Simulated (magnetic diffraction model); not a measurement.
# Which magnetic order? Tb₂Mn₇

Space group R-3m (no. 166), a = 5.1360 Å, c = 38.7220 Å.

| site | atom | x | y | z |
| --- | --- | --- | --- | --- |
| 6c | Tb | 1/3 | 2/3 | 0.8150 |
| 6c | Tb | 1/3 | 2/3 | 0.7177 |
| 3b | Mn | 2/3 | 1/3 | 5/6 |
| 6c | Mn | 2/3 | 1/3 | 0.7207 |
| 6c | Mn | 1/3 | 2/3 | 0.9464 |
| 9e | Mn | 1/2 | 1/2 | 0 |
| 18h | Mn | 0.3349 | 0.1675 | 0.7759 |

The compound is invented for this exercise: a known structure type with other elements, its cell scaled to their sizes and not relaxed.

Only Tb is taken to order (form factors of Tb3+); orders and moment sizes are assumed, and not adapted to the symmetry. Radiation: neutrons of λ = 2.41 Å, 5° to 75°; isotropic B of 0.33 Å² (Tb) and 0.47 Å² (Mn). Simulated constant-wavelength pattern: nuclear and magnetic terms add, the magnetic one as |2.695 fm × Σ f S⊥ exp(2πi Q·r) exp(−B s²)|², summed over all Q at one angle with the factor 1/(sin²θ cos θ). For collinear order S is the moment m, which repeats by lattice and centring translations R with the sign exp(−2πi k·R). Free-ion form factors, Sears's scattering lengths of 1992, no absorption; a label names one of the reflections at its angle. The strongest nuclear line in the range is 100, and lines under 0.2 are left out.

Above the ordering temperature:

| 2θ (°) | index | I |
| --- | --- | --- |
| 10.71 | (0 0 3) | 15.7 |
| 21.52 | (0 0 6) | 4.1 |
| 31.65 | (1 0 1) | 100.0 |
| 32.28 | (0 1 2) | 11.2 |
| 32.53 | (0 0 9) | 22.8 |
| 34.69 | (1 0 4) | 8.0 |
| 40.69 | (1 0 7) | 2.0 |
| 43.18 | (0 1 8) | 1.9 |
| 43.85 | (0 0 12) | 0.4 |
| 48.74 | (1 0 10) | 22.7 |
| 51.77 | (0 1 11) | 9.1 |
| 55.97 | (1 1 0) | 9.5 |
| 57.17 | (1 1 3) | 3.3 |
| 58.27 | (1 0 13) | 0.3 |
| 60.66 | (1 1 6) | 2.6 |
| 65.74 | (0 2 1) | 0.4 |
| 66.10 | (2 0 2) | 0.5 |
| 66.25 | (1 1 9) | 1.8 |
| 68.13 | (0 0 18) | 9.9 |
| 68.63 | (2 0 5) | 2.0 |
| 71.46 | (0 2 7) | 1.2 |
| 72.93 | (0 1 17) | 2.4 |
(The table stops after 22 lines; 1 more lie at higher angle.)

Below it (cell unchanged):

```csv
2θ (°),I
10.71,15.7
15.98,202.4
17.15,19.6
21.20,6.9
21.52,4.1
27.14,126.8
29.25,6.3
29.73,0.6
31.65,100.0
32.28,11.2
32.53,22.8
32.93,1.4
34.69,8.0
34.90,4.2
39.68,5.0
40.69,2.0
42.17,58.7
42.66,5.9
42.86,21.7
43.18,1.9
43.20,6.8
43.85,0.4
44.59,6.1
47.95,36.5
48.74,22.7
49.28,2.2
49.59,1.7
51.74,1.9
51.77,9.1
52.34,1.5
53.13,2.2
54.29,0.5
55.97,9.5
56.67,33.0
57.17,3.3
58.27,0.3
```
(The table stops after 36 lines; 24 more lie at higher angle.)

**Question.** Check that the new lines index with k = (1/2 1/2 0), then choose among these models:
A. collinear moments along [101], 7.1 μB on Tb; signs + at (1/3, 2/3, 0.8150), − at (0, 0, 0.8517), + at (1/3, 2/3, 0.7177), − at (0, 0, 0.9490)
B. collinear moments along [100], 7.1 μB on Tb; signs + at (1/3, 2/3, 0.8150), − at (0, 0, 0.8517), + at (1/3, 2/3, 0.7177), − at (0, 0, 0.9490)
C. collinear moments along [101], 7.1 μB on Tb; signs + at (1/3, 2/3, 0.8150), + at (0, 0, 0.8517), + at (1/3, 2/3, 0.7177), + at (0, 0, 0.9490)
D. collinear moments along [100], 7.1 μB on Tb; signs + at (1/3, 2/3, 0.8150), + at (0, 0, 0.8517), + at (1/3, 2/3, 0.7177), + at (0, 0, 0.9490)

The new lines index as (1/2 -1/2 1) at 15.98°, (-1/2 1/2 2) at 17.15°, (1/2 -1/2 4) at 21.20° and (1/2 1/2 0) at 27.14°, that is as H ± k with k = (1/2 1/2 0), one of 3 inequivalent arms of its star (k and −k counted as one), which a powder can't tell apart. Half indices mean that the moments reverse under translations with k·R a half-integer, and the magnetic cell has twice the primitive volume.

Magnetic intensity, observed (below minus above) and for each model:

| 2θ (°) | index | observed | A | B | C | D |
| --- | --- | --- | --- | --- | --- | --- |
| 15.98 | (1/2 -1/2 1) | 202.4 | 202.4 | 65.5 | 105.8 | 34.2 |
| 17.15 | (-1/2 1/2 2) | 19.6 | 19.6 | 8.3 | 180.3 | 76.0 |
| 27.14 | (1/2 1/2 0) | 126.8 | 126.8 | 95.5 | <0.2 | <0.2 |
| 29.25 | (1/2 1/2 3) | 6.3 | 6.3 | 5.8 | 63.0 | 57.3 |
| 39.68 | (1/2 -1/2 10) | 5.0 | 5.0 | 49.2 | <0.2 | <0.2 |
| 42.17 | (-1/2 3/2 1) | 58.7 | 58.7 | 27.5 | 30.7 | 14.4 |
| 42.66 | (3/2 -1/2 2) | 5.9 | 5.9 | 3.0 | 54.2 | 27.9 |
| 47.95 | (3/2 -3/2 0) | 36.5 | 36.5 | 9.2 | <0.2 | <0.2 |

Model A matches.

The structure used: k = (1/2 1/2 0), collinear moments along [101], 7.1 μB on Tb; signs + at (1/3, 2/3, 0.8150), − at (0, 0, 0.8517), + at (1/3, 2/3, 0.7177), − at (0, 0, 0.9490).

[Logs are printed without paths, hosts, clocks, repeated set-up lines and the standing remarks that a program may print on its own settings, such as how far it seeks lower states.]
